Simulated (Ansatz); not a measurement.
# An extra electron or hole in glassy Ga2O3 (130 atoms), part 3 of 4

Does an extra electron or hole in glassy Ga2O3 (130 atoms) stay spread out, or do the atoms trap it?

Ansatz 0.2.0; Kohn-Sham DFT, revPBE, PAW (set soft_1), plane waves; PAW set soft_1.

The cell: 52 Ga and 78 O. The quench rate of 100 K/ps far exceeds what a furnace or splat quench reaches. The network of bonds at the start is that of the classical potential that made the cell. Sampling is at Γ alone, for a cell whose shortest periodic width is 12 Å.

So far. Step 6 (An extra electron, atoms relaxed): The relaxation converged after 3 steps, 0.00866 eV below its start, with a largest force component of 0.019 eV/Å. Step 6 (An extra electron, atoms relaxed): An extra electron, atoms relaxed: the energy stands 8.32 eV above that of the reference. An odd electron should give 1 μB; this run ended with the carrier shared between both spins.

## (7) An extra electron, levels at the relaxed geometry

A single point at the new geometry gives levels and spin density.

The input, input.yaml:

```yaml
crystal:
  lattice:
    - [11.5152, 0.0, 0.0]
    - [0.0, 11.5152, 0.0]
    - [0.0, 0.0, 11.5152]
  atoms:
    - { symbol: Ga, position: [0.31174, 0.41735, 0.83442] }
    - { symbol: Ga, position: [0.57659, 0.93241, 0.69574] }
    - { symbol: Ga, position: [0.70375, 0.18141, 0.61458] }
    - { symbol: Ga, position: [0.58381, 0.6449, 0.72115] }
    - { symbol: Ga, position: [0.89309, 0.94556, 0.81689] }
    - { symbol: Ga, position: [0.49594, 0.18044, 0.41822] }
    [... 118 atom lines left out ...]
    - { symbol: O, position: [0.3349, 0.04478, 0.07963] }
    - { symbol: O, position: [0.32597, 0.87841, 0.92604] }
    - { symbol: O, position: [0.46323, 0.38299, 0.16808] }
    - { symbol: O, position: [0.37916, 0.13478, 0.84067] }
    - { symbol: O, position: [0.48821, 0.34589, 0.44799] }
    - { symbol: O, position: [0.41387, 0.97136, 0.66767] }
total_charge: -1
kpoints:
  mp_grid: { grid: [1, 1, 1] }
hamiltonian:
  xc: revpbe
  pseudopotentials: { kind: paw, azcp: { folder: soft_1 } }
scf:
  occupations: { method: fermi_dirac, width: 0.01 }
  lower_state_search: "off"
output:
  forces: true
  stress: true
  populations: true
  dos:
    method: { smearing: { sigma: 0.08 } }
    de: 0.1
    projected: { site_lists: { Ga: [Ga], O: [O] } }
  eigenvalues: true
  write_density: true
  write_potential: true
  volumetric_format: npy
magnetization:
  spin_polarized: true
  initial_magnetization: 1
```

Run with:

```sh
$ ansatz run input.yaml --threads 8 --pin off --max-ram 15872MiB --backend cpu --events-out ev --progress --plain --runs-dir out
```

The log of the run:

```text
[...]
Crystal: 130 atoms, lattice volume = 1526.914 Å³
Basis set: ecut = 420 eV, 29855 PW (Γ), exchange–correlation on 160×160×160 points (8 copies of the dense FFT grid, shifted against one another)
Bands: 703, of which v1, the nominal top of the filled ones, is band 573 counted from 1 (572 counted from 0)
Symmetry: 1 space group operations
[...]
k-points: 1
[...]
Starting moments: Σ|m| = 1 μB on 130 of 130 sites
[...]
SCF iter   1: F=—  HF=-241327.381355 eV  |F-HF|=—  |Δ(HF+E_count)|=         —  Δρ=5.65e-2 (↑5.47e-2 ↓5.65e-2)  dr2=9.21e1  dr2_m=1.26e-2  M=1.000 μB ∫|m|=1.092 μB  β_m=1.00  ethr=3.10e-3  ⟨swp⟩=6.0  Hψ=4668  notcnv=0  defer=112
[...]
SCF iter   4: F=—  HF=-241297.871938 eV  |F-HF|=—  |Δ(HF+E_count)|=    7.65e0  Δρ=5.85e-3 (↑5.85e-3 ↓5.76e-3)  dr2=2.08e0  dr2_m=4.62e-4  M=0.444 μB ∫|m|=0.548 μB  β_m=0.30  ethr=1.96e-3  ⟨swp⟩=3.0  Hψ=2314  notcnv=0  defer=248
[...]
SCF iter   8: F=—  HF=-241298.733238 eV  |F-HF|=—  |Δ(HF+E_count)|=   3.45e-2  Δρ=8.71e-4 (↑8.71e-4 ↓8.36e-4)  dr2=9.33e-2  dr2_m=8.69e-5  M=0.366 μB ∫|m|=0.451 μB  β_m=0.30  ethr=1.26e-5  ⟨swp⟩=2.0  Hψ=2160  notcnv=0  defer=248
[...]
SCF iter  10: F=—  HF=-241298.792494 eV  |F-HF|=—  |Δ(HF+E_count)|=   3.57e-2  Δρ=3.05e-4 (↑3.05e-4 ↓2.87e-4)  dr2=3.93e-2  dr2_m=1.43e-5  M=0.280 μB ∫|m|=0.345 μB  β_m=0.63  ethr=6.98e-6  ⟨swp⟩=4.0  Hψ=2162  notcnv=0  defer=248
[...]
SCF iter  24: F=-241298.792504 eV  HF=-241298.792504 eV  |F-HF|=3.56e-8  |Δ(HF+E_count)|=   3.13e-8  Δρ=6.58e-7 (↑5.97e-7 ↓6.58e-7)  dr2=5.57e-8  dr2_m=1.70e-9  M=0.004 μB ∫|m|=0.005 μB  β_m=0.88  ethr=8.73e-12  ⟨swp⟩=14.0  Hψ=9646  notcnv=0
SCF iter  25: F=-241298.792504 eV  HF=-241298.792504 eV  |F-HF|=1.73e-8  |Δ(HF+E_count)|=   7.74e-9  Δρ=4.81e-7 (↑4.81e-7 ↓4.38e-7)  dr2=2.09e-8  dr2_m=9.13e-10  M=0.003 μB ∫|m|=0.003 μB  ethr=4.87e-12  ⟨swp⟩=5.0  Hψ=7098  notcnv=0
[...]
SCF 1 converged in 25 iterations: F = -241298.792504 eV  dr2 = 2.09e-8
[...]
SCF converged after 25 iterations
Magnetization: 0.0028 μB (572.5014 up, 572.4986 down)
Absolute magnetization: 0.0032 μB (∫|ρ↑−ρ↓|, with the PAW one-centre terms)
[...]
Per-site moments (μB) at R_I (Å): [(6.854629e-6, 0.775701), (7.861885e-6, 0.761478), (1.245134e-5, 0.808054), (9.633594e-6, 0.779978), (7.719160e-6, 0.769438), [...]
Free energy (F): -241298.792504 eV
[...]
Internal energy: -241298.778641 eV  (E = F + TS)
E sigma→0 (E₀):  -241298.785572 eV
Entropy (-TS):   -0.013863 eV (-0.107 meV/atom)
Fermi energy:    8.322948 eV
[...]
Σ components = -241298.792504   (vs F -241298.792504, Δ=0.00e0)
--- Forces (eV/Å), atoms counted from 1 ---
  atom   1  Ga    -0.00062192    -0.00273323    -0.00559508
  atom   2  Ga    -0.00396950    -0.00567105     0.00893581
  atom   3  Ga     0.00109626    -0.00296689     0.00235141
  atom   4  Ga    -0.00348633     0.00436673    -0.00415360
[...]
atom 130  O     -0.00027259     0.00192474    -0.00252767
  max |Σ_I F_I| component: 8.88e-6 eV/Å
--- Stress (GPa, compression-positive) ---
       -2.201401       1.751746       1.640374
        1.751746      -1.087638      -0.181094
        1.640374      -0.181094       0.089962
  P = ⅓ Tr σ = -1.0664 GPa (-10.664 kbar)
--- Band table (eV) ---
[...]
--- Löwdin populations: 130 sites ---
  site symbol       q [e]    m [muB]
     0     Ga     11.9219     0.0000
     1     Ga     11.9121     0.0000
     2     Ga     11.9585     0.0000
[...]
129      O      6.6809     0.0000
  spilling = 0.002647 (of n_electrons = 1145.000000)
```

It took 53 s on 8 threads of INTEL XEON PLATINUM 8581C at 2.10GHz (Emerald Rapids), shared host; peak memory 5.1 GiB; 6.6 min of CPU time.

An extra electron, levels at the relaxed geometry: the energy stands 8.32 eV above that of the reference. An odd electron should give 1 μB; this run ended with the carrier shared between both spins.

The levels nearest the highest filled one (over half full), pooled over k-points and spins:

```csv
level less the highest filled one (eV),occupation
-1.37,1
-1.22,1
-1.22,1
0,0.501
1.0e-4,0.499
2.15,0
2.15,0
2.21,0
```

## (8) Neutral at the geometry of the electron

The neutral cell at the new geometry gives the energy of that geometry without the charge.

input.yaml, the sections that differ from step 7:

```yaml
crystal:
  lattice:
    - [11.5152, 0.0, 0.0]
    - [0.0, 11.5152, 0.0]
    - [0.0, 0.0, 11.5152]
  atoms:
    [... the 130 atom lines of step 7 ...]
scf:
  occupations: { method: fixed }
output:
  forces: true
  stress: true
  populations: true
  dos:
    method: { smearing: { sigma: 0.08 } }
    de: 0.1
    projected: { site_lists: { Ga: [Ga], O: [O] } }
  eigenvalues: true
# kpoints, hamiltonian: as in step 7
# total_charge: removed
# magnetization: removed
```

The log of the run:

```text
[...]
Crystal: 130 atoms, lattice volume = 1526.914 Å³
Basis set: ecut = 420 eV, 29855 PW (Γ), exchange–correlation on 160×160×160 points (8 copies of the dense FFT grid, shifted against one another)
Bands: 702, of which v1, the nominal top of the filled ones, is band 572 counted from 1 (571 counted from 0)
Symmetry: 1 space group operations
[...]
k-points: 1
[...]
SCF iter   1: F=—  HF=-241338.762390 eV  |F-HF|=—  |Δ(HF+E_count)|=         —  Δρ=1.15e-1  dr2=9.86e1  ethr=3.10e-3  ⟨swp⟩=5.0  Hψ=2088  notcnv=0  defer=123
[...]
SCF iter  13: F=—  HF=-241307.105459 eV  |F-HF|=—  |Δ(HF+E_count)|=   4.43e-7  Δρ=2.72e-6  dr2=1.26e-7  ethr=8.53e-11  ⟨swp⟩=2.0  Hψ=1144  notcnv=0  defer=123
SCF iter  14: F=-241307.105460 eV  HF=-241307.105459 eV  |F-HF|=1.75e-8  |Δ(HF+E_count)|=   2.61e-7  Δρ=1.30e-6  dr2=2.62e-8  ethr=8.74e-12  ⟨swp⟩=12.0  Hψ=3202  notcnv=0
SCF 1 converged in 14 iterations: F = -241307.105460 eV  dr2 = 2.62e-8
[...]
SCF converged after 14 iterations
Free energy (F): -241307.105460 eV
[...]
Internal energy: -241307.105460 eV  (E = F + TS)
E sigma→0 (E₀):  -241307.105460 eV
Fermi energy:    7.095044 eV
[...]
Σ components = -241307.105460   (vs F -241307.105460, Δ=0.00e0)
--- Forces (eV/Å), atoms counted from 1 ---
  atom   1  Ga    -0.01035260     0.00863248     0.02324999
  atom   2  Ga    -0.02023838    -0.02407496     0.03581362
  atom   3  Ga    -0.01622177    -0.00629838    -0.00886319
  atom   4  Ga    -0.01943364     0.01351791     0.01497568
[...]
atom 130  O     -0.01860059     0.00866508    -0.00062474
  max |Σ_I F_I| component: 2.27e-5 eV/Å
--- Stress (GPa, compression-positive) ---
       -2.721037       1.785373       1.653479
        1.785373      -1.532850      -0.206827
        1.653479      -0.206827      -0.312869
  P = ⅓ Tr σ = -1.5223 GPa (-15.223 kbar)
--- Band table (eV) ---
[...]
--- Löwdin populations: 130 sites ---
  site symbol       q [e]
     0     Ga     11.9074
     1     Ga     11.8953
     2     Ga     11.9433
[...]
129      O      6.6779
  spilling = 0.002638 (of n_electrons = 1144.000000)
```

Wall time 19 s (8 threads); peak memory 2.9 GiB; 2.3 min of CPU time.

Neutral at the geometry of the electron: the energy stands 0.00435 eV above that of the reference.

## (9) An extra hole, atoms held

The electron count changes by one with the atoms held: a vertical process, on a uniform background, with spin and a narrow Fermi–Dirac smearing. Its energy against the neutral cell hangs on the program's zero of potential.

Edit input.yaml of step 8 so:

```diff
@@ -6,3 +6,4 @@
   atoms:
-    [... the 130 atom lines of step 7 ...]
+    [... the 130 atom lines of step 4 ...]
+total_charge: 1
 kpoints:
@@ -13,3 +14,4 @@
 scf:
-  occupations: { method: fixed }
+  occupations: { method: fermi_dirac, width: 0.01 }
+  lower_state_search: "off"
 output:
@@ -23 +25,7 @@
   eigenvalues: true
+  write_density: true
+  write_potential: true
+  volumetric_format: npy
+magnetization:
+  spin_polarized: true
+  initial_magnetization: 1
```

The log of the run:

```text
[...]
Crystal: 130 atoms, lattice volume = 1526.914 Å³
Basis set: ecut = 420 eV, 29855 PW (Γ), exchange–correlation on 160×160×160 points (8 copies of the dense FFT grid, shifted against one another)
Bands: 702, of which v1, the nominal top of the filled ones, is band 572 counted from 1 (571 counted from 0)
Symmetry: 1 space group operations
[...]
k-points: 1
[...]
Starting moments: Σ|m| = 1 μB on 130 of 130 sites
[...]
SCF iter   1: F=—  HF=-241348.459795 eV  |F-HF|=—  |Δ(HF+E_count)|=         —  Δρ=5.95e-2 (↑5.84e-2 ↓5.95e-2)  dr2=1.05e2  dr2_m=2.46e-1  M=1.000 μB ∫|m|=1.068 μB  β_m=1.00  ethr=3.10e-3  ⟨swp⟩=5.0  Hψ=4652  notcnv=0  defer=120
[...]
SCF iter   9: F=—  HF=-241313.803403 eV  |F-HF|=—  |Δ(HF+E_count)|=   1.75e-1  Δρ=5.52e-3 (↑2.59e-3 ↓5.52e-3)  dr2=1.61e0  dr2_m=6.21e-2  M=0.998 μB ∫|m|=1.143 μB  β_m=0.23  ethr=1.20e-4  ⟨swp⟩=2.0  Hψ=2392  notcnv=0  defer=246
[...]
SCF iter  42: F=-241314.034109 eV  HF=-241314.034109 eV  |F-HF|=4.00e-8  |Δ(HF+E_count)|=   3.99e-9  Δρ=1.11e-6 (↑2.60e-7 ↓1.11e-6)  dr2=4.91e-8  dr2_m=3.50e-9  M=0.997 μB ∫|m|=1.139 μB  β_m=0.40  ethr=6.31e-12  ⟨swp⟩=5.0  Hψ=7029  notcnv=0
SCF iter  43: F=-241314.034109 eV  HF=-241314.034109 eV  |F-HF|=9.84e-9  |Δ(HF+E_count)|=   1.31e-9  Δρ=4.76e-7 (↑2.05e-7 ↓4.76e-7)  dr2=1.40e-8  dr2_m=9.53e-10  M=0.997 μB ∫|m|=1.139 μB  ethr=4.29e-12  ⟨swp⟩=5.0  Hψ=6029  notcnv=0
SCF 1 converged in 43 iterations: F = -241314.034109 eV  dr2 = 1.40e-8
[...]
SCF converged after 43 iterations
Magnetization: 0.9974 μB (571.9987 up, 571.0013 down)
Absolute magnetization: 1.1374 μB (∫|ρ↑−ρ↓|, with the PAW one-centre terms)
[...]
Per-site moments (μB) at R_I (Å): [(3.281288e-5, 0.775655), (2.884159e-5, 0.760475), (-3.907597e-5, 0.809160), (-2.275198e-5, 0.780200), (5.107077e-5, 0.768651), [...]
Free energy (F): -241314.034109 eV
[...]
Internal energy: -241314.016610 eV  (E = F + TS)
E sigma→0 (E₀):  -241314.025360 eV
Entropy (-TS):   -0.017499 eV (-0.135 meV/atom)
Fermi energy:    6.838095 eV
[...]
Σ components = -241314.034109   (vs F -241314.034109, Δ=0.00e0)
--- Forces (eV/Å), atoms counted from 1 ---
  atom   1  Ga     0.18978908     0.19127505    -0.11640796
  atom   2  Ga    -0.07816950    -0.05461047    -0.06803465
  atom   3  Ga    -0.45961938    -0.03960859     0.07543605
  atom   4  Ga    -0.04305604    -0.01767074    -0.03206406
[...]
atom 130  O      0.01092941     0.03293309     0.00826547
  max |Σ_I F_I| component: 1.48e-5 eV/Å
--- Stress (GPa, compression-positive) ---
       -2.220869       1.819744       1.597275
        1.819744      -1.040417      -0.206276
        1.597275      -0.206276       0.130840
  P = ⅓ Tr σ = -1.0435 GPa (-10.435 kbar)
--- Band table (eV) ---
[...]
--- Löwdin populations: 130 sites ---
  site symbol       q [e]    m [muB]
     0     Ga     11.8979    -0.0032
     1     Ga     11.8870    -0.0011
     2     Ga     11.9358    -0.0030
[...]
129      O      6.6737     0.0029
  spilling = 0.002612 (of n_electrons = 1143.000000)
```

Run time: 71 s. Hardware: 8 threads; peak memory 5.1 GiB; 8.8 min of CPU time.

An extra hole, atoms held: the energy stands 6.92 eV below that of the reference, with a moment of 1.00 μB.

The levels nearest the highest filled one (over half full), pooled over k-points and spins:

```csv
level less the highest filled one (eV),occupation
-0.0448,0.997
-0.0175,0.95
-0.0113,0.91
0,0.766
0.0167,0.38
1.52,0
1.52,0
3.66,0
```

Spin density in the ac plane at fractional y = 0.142, with atoms of Ga and O within 0.2 Å of it.

Ten even steps from '_' (-0.08 × 1e-2 e/Å³) to '@' (2.21 × 1e-2 e/Å³), each cell a mean:
```
__________________________________::@@==________________________
__________________________________..==::________________________
________________________________________________________________
________________________________________________________________
________________________________________________________________
________________________________________________________________
________________________________________________________________
__________....____________________..____________________________
__________________________________..__________________::::______
____________________________________________________--@@@@==..__
____________________________________________________::++++::____
____________________..::..______________________________________
____________________::--..________________..____________________
________________________________________..--..__________..______
________________________________________________________________
____________..::..______________________________________________
____________..::::__________......______________________________
__________________________..::::..__________________________....
....______________....______..______________________________::::
____________________..__________________________________________
________________________________________________________________
________________________________________________________________
____________________________________..__________________________
__________________________________--##==________________________
```
Columns run along a (11.5 Å), rows up along c (11.5 Å). Atoms in or near the plane, at fractional coordinates: Ga at (0.03, 0.66), Ga at (0.06, 0.08), Ga at (0.36, 0.66), Ga at (0.31, 0.21), Ga at (0.22, 0.86), O at (0.98, 0.23), O at (0.36, 0.49), O at (0.57, 0.97), O at (0.47, 0.26), O at (0.38, 0.84).

## (10) An extra hole, atoms relaxed

The atoms now respond to the charge; the energy gained comes from screening by the atoms, from trapping if the charge localises, and from any strain left in the reference.

Input and log are left out; they have the form of those shown for this kind of step.

Run time: 3.3 min. Hardware: 8 threads of INTEL XEON PLATINUM 8581C at 2.10GHz (Emerald Rapids), shared host; peak memory 5 GiB; 25 min of CPU time.

The relaxation converged after 7 steps, 0.193 eV below its start, with a largest force component of 0.032 eV/Å.

An extra hole, atoms relaxed: the energy stands 7.12 eV below that of the reference, with a moment of 1.00 μB.

[end of part 3 of 4]

[Long decimals in the printed logs are rounded to 6 places.]

[Logs are printed without paths, hosts, clocks, repeated set-up lines and the standing remarks that a program may print on its own settings, such as how far it seeks lower states.]

[Hosts, paths, dates, database ids (printed as entryN), source tags and the programs' standing remarks are cut or masked in the printed files.]
